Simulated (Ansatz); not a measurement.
# MoS2 monolayer (2H): from the cell to its phonons, part 2 of 4

How does MoS2 monolayer (2H) vibrate, and is this structure a minimum?

Ansatz 0.2.0; DFT PBEsol, scalar-relativistic, plane waves, PAW.

So far: The starting structure; Bringing the structure to rest.

**2. Bringing the structure to rest (continued)**

ELF in the ac plane at fractional y = 0.333, with atoms of S within 0.2 Å of it. It is the smooth field of the valence electrons, not physical close to the nuclei.

Values, 24 rows by 16 columns, each cell a mean:
```
0.00 0.00 0.00 0.00 0.00 0.00 0.00 0.00 0.00 0.00 0.00 0.00 0.00 0.00 0.00 0.00
0.00 0.00 0.00 0.00 0.00 0.00 0.00 0.00 0.00 0.00 0.00 0.00 0.00 0.00 0.00 0.00
0.00 0.00 0.00 0.00 0.00 0.00 0.00 0.00 0.00 0.00 0.00 0.00 0.00 0.00 0.00 0.00
0.00 0.00 0.00 0.00 0.00 0.00 0.00 0.00 0.00 0.00 0.00 0.00 0.00 0.00 0.00 0.00
0.00 0.00 0.00 0.00 0.00 0.00 0.00 0.00 0.00 0.00 0.00 0.00 0.00 0.00 0.00 0.00
0.00 0.00 0.00 0.00 0.00 0.00 0.00 0.00 0.00 0.00 0.00 0.00 0.00 0.00 0.00 0.00
0.00 0.00 0.00 0.00 0.00 0.00 0.00 0.00 0.00 0.00 0.00 0.00 0.00 0.00 0.00 0.00
0.00 0.00 0.00 0.00 0.00 0.00 0.00 0.00 0.00 0.00 0.00 0.00 0.00 0.00 0.00 0.00
0.00 0.00 0.00 0.00 0.00 0.00 0.00 0.00 0.00 0.00 0.00 0.00 0.00 0.00 0.00 0.00
0.00 0.00 0.00 0.00 0.00 0.00 0.00 0.00 0.00 0.00 0.00 0.00 0.00 0.00 0.00 0.00
0.00 0.00 0.00 0.00 0.00 0.00 0.00 0.00 0.00 0.00 0.00 0.00 0.00 0.00 0.00 0.00
0.00 0.00 0.00 0.00 0.00 0.00 0.00 0.00 0.00 0.00 0.00 0.00 0.00 0.00 0.00 0.00
0.01 0.00 0.00 0.00 0.00 0.01 0.02 0.04 0.07 0.10 0.12 0.12 0.11 0.08 0.05 0.02
0.25 0.08 0.02 0.02 0.05 0.19 0.40 0.58 0.70 0.76 0.79 0.80 0.78 0.73 0.63 0.47
0.68 0.39 0.17 0.14 0.29 0.59 0.79 0.84 0.79 0.60 0.44 0.41 0.53 0.74 0.84 0.82
0.31 0.26 0.24 0.25 0.26 0.30 0.38 0.46 0.50 0.50 0.47 0.47 0.49 0.51 0.48 0.40
0.39 0.27 0.21 0.20 0.25 0.35 0.47 0.56 0.60 0.55 0.48 0.47 0.53 0.59 0.58 0.51
0.65 0.35 0.14 0.11 0.26 0.56 0.77 0.84 0.81 0.67 0.55 0.54 0.62 0.78 0.85 0.81
0.17 0.05 0.02 0.01 0.03 0.12 0.30 0.47 0.59 0.66 0.70 0.70 0.68 0.62 0.51 0.36
0.00 0.00 0.00 0.00 0.00 0.00 0.01 0.02 0.04 0.05 0.06 0.07 0.06 0.04 0.02 0.01
0.00 0.00 0.00 0.00 0.00 0.00 0.00 0.00 0.00 0.00 0.00 0.00 0.00 0.00 0.00 0.00
0.00 0.00 0.00 0.00 0.00 0.00 0.00 0.00 0.00 0.00 0.00 0.00 0.00 0.00 0.00 0.00
0.00 0.00 0.00 0.00 0.00 0.00 0.00 0.00 0.00 0.00 0.00 0.00 0.00 0.00 0.00 0.00
0.00 0.00 0.00 0.00 0.00 0.00 0.00 0.00 0.00 0.00 0.00 0.00 0.00 0.00 0.00 0.00
```
Columns run along a (3.1 Å), rows up along c (30.0 Å). Atoms in or near the plane, at fractional coordinates: S at (0.67, 0.39), S at (0.67, 0.28).

**3. Bringing the structure to rest**

The relaxation is repeated from its end on the same settings, as a check that it has come to rest.

The input, input.yaml:

```yaml
crystal:
  lattice:
    - [3.1404959699, 0.0, 0.0]
    - [-1.5702479849, 2.7197492904, 0.0]
    - [0.0, 0.0, 30.0]
  atoms:
    - { symbol: Mo, position: [0.3333333333, 0.6666666667, 0.3333333333] }
    - { symbol: S, position: [0.6666666667, 0.3333333333, 0.3852798274] }
    - { symbol: S, position: [0.6666666667, 0.3333333333, 0.2813868392] }
  periodic: [true, true, false]
kpoints:
  mp_grid: { grid: [12, 12, 1] }
hamiltonian:
  xc: pbesol
scf:
  occupations: { method: gaussian, width: 0.02 }
output:
  forces: true
  stress: true
  eigenvalues: true
  write_density: true
  write_potential: true
  elf: true
  volumetric_format: npy
relax:
  adjacent_minimum: "off"
  f_tol: 0.005
  max_steps: 80
  cell: { stress_2d_tol: 0.02 }
```

Started as:

```
$ ansatz run input.yaml --threads 8 --pin off --max-ram 14336MiB --backend cpu --events-out ev --progress --plain --runs-dir out
```

Numbers of over 12 decimals in the logs are rounded to 6 here.

The program printed:

```text
[...]
Crystal: 3 atoms, lattice volume = 256.241 Å³
Basis set: ecut = 420 eV, 4961 PW (Γ), exchange–correlation on 48×48×432 points (8 copies of the dense FFT grid, shifted against one another)
Bands: 17, of which v1, the nominal top of the filled ones, is band 13 counted from 1 (12 counted from 0)
Symmetry: 12 space group operations
[...]
--- Relaxed structure (1 steps of the walk, 1 accepted, 1 SCFs on fresh bases) ---
[...]
cell:  # Å, volume = 256.2409 Å³
    - [3.140496, -2.886764310670393e-11, 0.0]
    - [-1.570248, 2.719749, 0.0]
    - [0.0, 0.0, 30.0]
  atoms:
    - { symbol: Mo, position: [0.333333, 0.666667, 0.333333] }
    - { symbol: S, position: [0.666667, 0.333333, 0.385280] }
    - { symbol: S, position: [0.666667, 0.333333, 0.281387] }
[key lines of the parts left out:]
SCF converged after 7 iterations
Free energy (F): -6670.142174 eV
Fermi energy:    -5.065360 eV
P = ½ c Tr σ = 0.0009 N/m
```

Wall time 3.4 s (8 threads of Arm Neoverse V2, shared host); peak memory 0.65 GiB; 24 s of CPU time.

Little changed from the start: no atom moved by 0.005 Å and no cell edge by 0.1 %.

**4. Tight relaxation**

Phonons need a cell at rest on their own settings, so the relaxation is repeated with tight tolerances on forces and stress on the k mesh and occupations of the first response run.

Changes to input.yaml since step 3:

```diff
@@ -15,3 +15,3 @@
 scf:
-  occupations: { method: gaussian, width: 0.02 }
+  occupations: { method: fixed }
 output:
@@ -26,4 +26,4 @@
   adjacent_minimum: "off"
-  f_tol: 0.005
-  max_steps: 80
-  cell: { stress_2d_tol: 0.02 }
+  f_tol: 0.001
+  max_steps: 60
+  cell: { stress_2d_tol: 0.002 }
```

The program printed:

```text
[...]
Crystal: 3 atoms, lattice volume = 256.241 Å³
Basis set: ecut = 420 eV, 4961 PW (Γ), exchange–correlation on 48×48×432 points (8 copies of the dense FFT grid, shifted against one another)
Bands: 17, of which v1, the nominal top of the filled ones, is band 13 counted from 1 (12 counted from 0)
Symmetry: 12 space group operations
[...]
--- Relaxed structure (1 steps of the walk, 1 accepted, 1 SCFs on fresh bases) ---
[...]
cell:  # Å, volume = 256.2409 Å³
    - [3.140496, -2.886764310670393e-11, 0.0]
    - [-1.570248, 2.719749, 0.0]
    - [0.0, 0.0, 30.0]
  atoms:
    - { symbol: Mo, position: [0.333333, 0.666667, 0.333333] }
    - { symbol: S, position: [0.666667, 0.333333, 0.385280] }
    - { symbol: S, position: [0.666667, 0.333333, 0.281387] }
[key lines of the parts left out:]
SCF converged after 8 iterations
Free energy (F): -6670.142174 eV
Fermi energy:    -5.968595 eV
P = ½ c Tr σ = 0.0009 N/m
```

Wall time 3.4 s (8 threads); peak memory 0.65 GiB; 24 s of CPU time.

Little changed from the start: no atom moved by 0.005 Å and no cell edge by 0.1 %.

Electrostatic potential energy in the ac plane at fractional y = 0.333, with atoms of S within 0.2 Å of it. With pseudopotentials it is smooth inside the atoms' cores, unlike the true potential.

Values in eV, 24 rows by 16 columns, each cell a mean:
```
  0   0   0   0   0   0   0   0   0   0   0   0   0   0   0   0
  0   0   0   0   0   0   0   0   0   0   0   0   0   0   0   0
  0   0   0   0   0   0   0   0   0   0   0   0   0   0   0   0
  0   0   0   0   0   0   0   0   0   0   0   0   0   0   0   0
  0   0   0   0   0   0   0   0   0   0   0   0   0   0   0   0
  0   0   0   0   0   0   0   0   0   0   0   0   0   0   0   0
  0   0   0   0   0   0   0   0   0   0   0   0   0   0   0   0
  0   0   0   0   0   0   0   0   0   0   0   0   0   0   0   0
  0   0   0   0   0   0   0   0   0   0   0   0   0   0   0   0
  0   0   0   0   0   0   0   0   0   0   0   0   0   0   0   0
  0   0   0   0   0   0   0   0   0   0   0   0   0   0   0   0
  0   0   0   0   0   0   0   0   0   0   0   0   0   0   0   0
  0   0   0   0   0   0   0   0   0   0   0   0   0   0   0   0
 -1  -1   0   0  -1  -1  -1  -1  -2  -3  -3  -3  -3  -2  -2  -1
 -7  -4  -3  -3  -3  -6 -11 -23 -30 -32 -32 -32 -32 -30 -26 -14
-12 -14 -17 -17 -16 -13 -11 -11 -13 -15 -16 -16 -15 -14 -11 -10
-10 -12 -13 -13 -12 -11 -11 -14 -17 -20 -21 -21 -20 -18 -15 -11
 -6  -3  -2  -2  -3  -5  -9 -19 -25 -28 -29 -29 -29 -26 -22 -12
  0   0   0   0   0   0  -1  -1  -1  -1  -1  -1  -1  -1  -1  -1
  0   0   0   0   0   0   0   0   0   0   0   0   0   0   0   0
  0   0   0   0   0   0   0   0   0   0   0   0   0   0   0   0
  0   0   0   0   0   0   0   0   0   0   0   0   0   0   0   0
  0   0   0   0   0   0   0   0   0   0   0   0   0   0   0   0
  0   0   0   0   0   0   0   0   0   0   0   0   0   0   0   0
```
Columns run along a (3.1 Å; values clipped at the 3rd and 97th percentile), rows up along c (30.0 Å). Atoms in or near the plane, at fractional coordinates: S at (0.67, 0.39), S at (0.67, 0.28).

Valence density in the ac plane at fractional y = 0.333, with atoms of S within 0.2 Å of it. It is the smooth field of the valence electrons, not physical close to the nuclei.

Ten even steps from '_' (0.0 e/Å³) to '@' (1.0 e/Å³), each cell a mean:
```
________________________________
________________________________
________________________________
________________________________
________________________________
________________________________
________________________________
________________________________
________________________________
________________________________
________________________________
________________________________
________________________________
________________............____
--::......::==##@@@@##**%%@@%%++
====++++++======++********++++==
==============++**##****####**++
::........::==**%%%%##**%%%%##==
________________________________
________________________________
________________________________
________________________________
________________________________
________________________________
```
Columns run along a (3.1 Å), rows up along c (30.0 Å). Atoms in or near the plane, at fractional coordinates: S at (0.67, 0.39), S at (0.67, 0.28).

ELF in the ac plane at fractional y = 0.333, with atoms of S within 0.2 Å of it. It is the smooth field of the valence electrons, not physical close to the nuclei.

Ten even steps from '_' (0.00) to '@' (0.85), each cell a mean:
```
________________________________
________________________________
________________________________
________________________________
________________________________
________________________________
________________________________
________________________________
________________________________
________________________________
________________________________
________________________________
__________________........______
::________::==**%%@@@@@@@@%%##++
##==....--**@@@@@@##++==**%%@@@@
----::::----==++++++++++++**++==
==--::::::==++**##**++++******++
##==....--**@@@@@@##****##@@@@@@
::________..--++**##%%%%####**==
________________________________
________________________________
________________________________
________________________________
________________________________
```
Columns run along a (3.1 Å), rows up along c (30.0 Å). Atoms in or near the plane, at fractional coordinates: S at (0.67, 0.39), S at (0.67, 0.28).

The largest force component left is 0.051 meV/Å, within the tolerances set.

[end of part 2 of 4]

[Logs are printed without paths, hosts, clocks, repeated set-up lines and the standing remarks that a program may print on its own settings, such as how far it seeks lower states.]

[Hosts, paths, dates, database ids (printed as entryN), source tags and the programs' standing remarks are cut or masked in the printed files.]
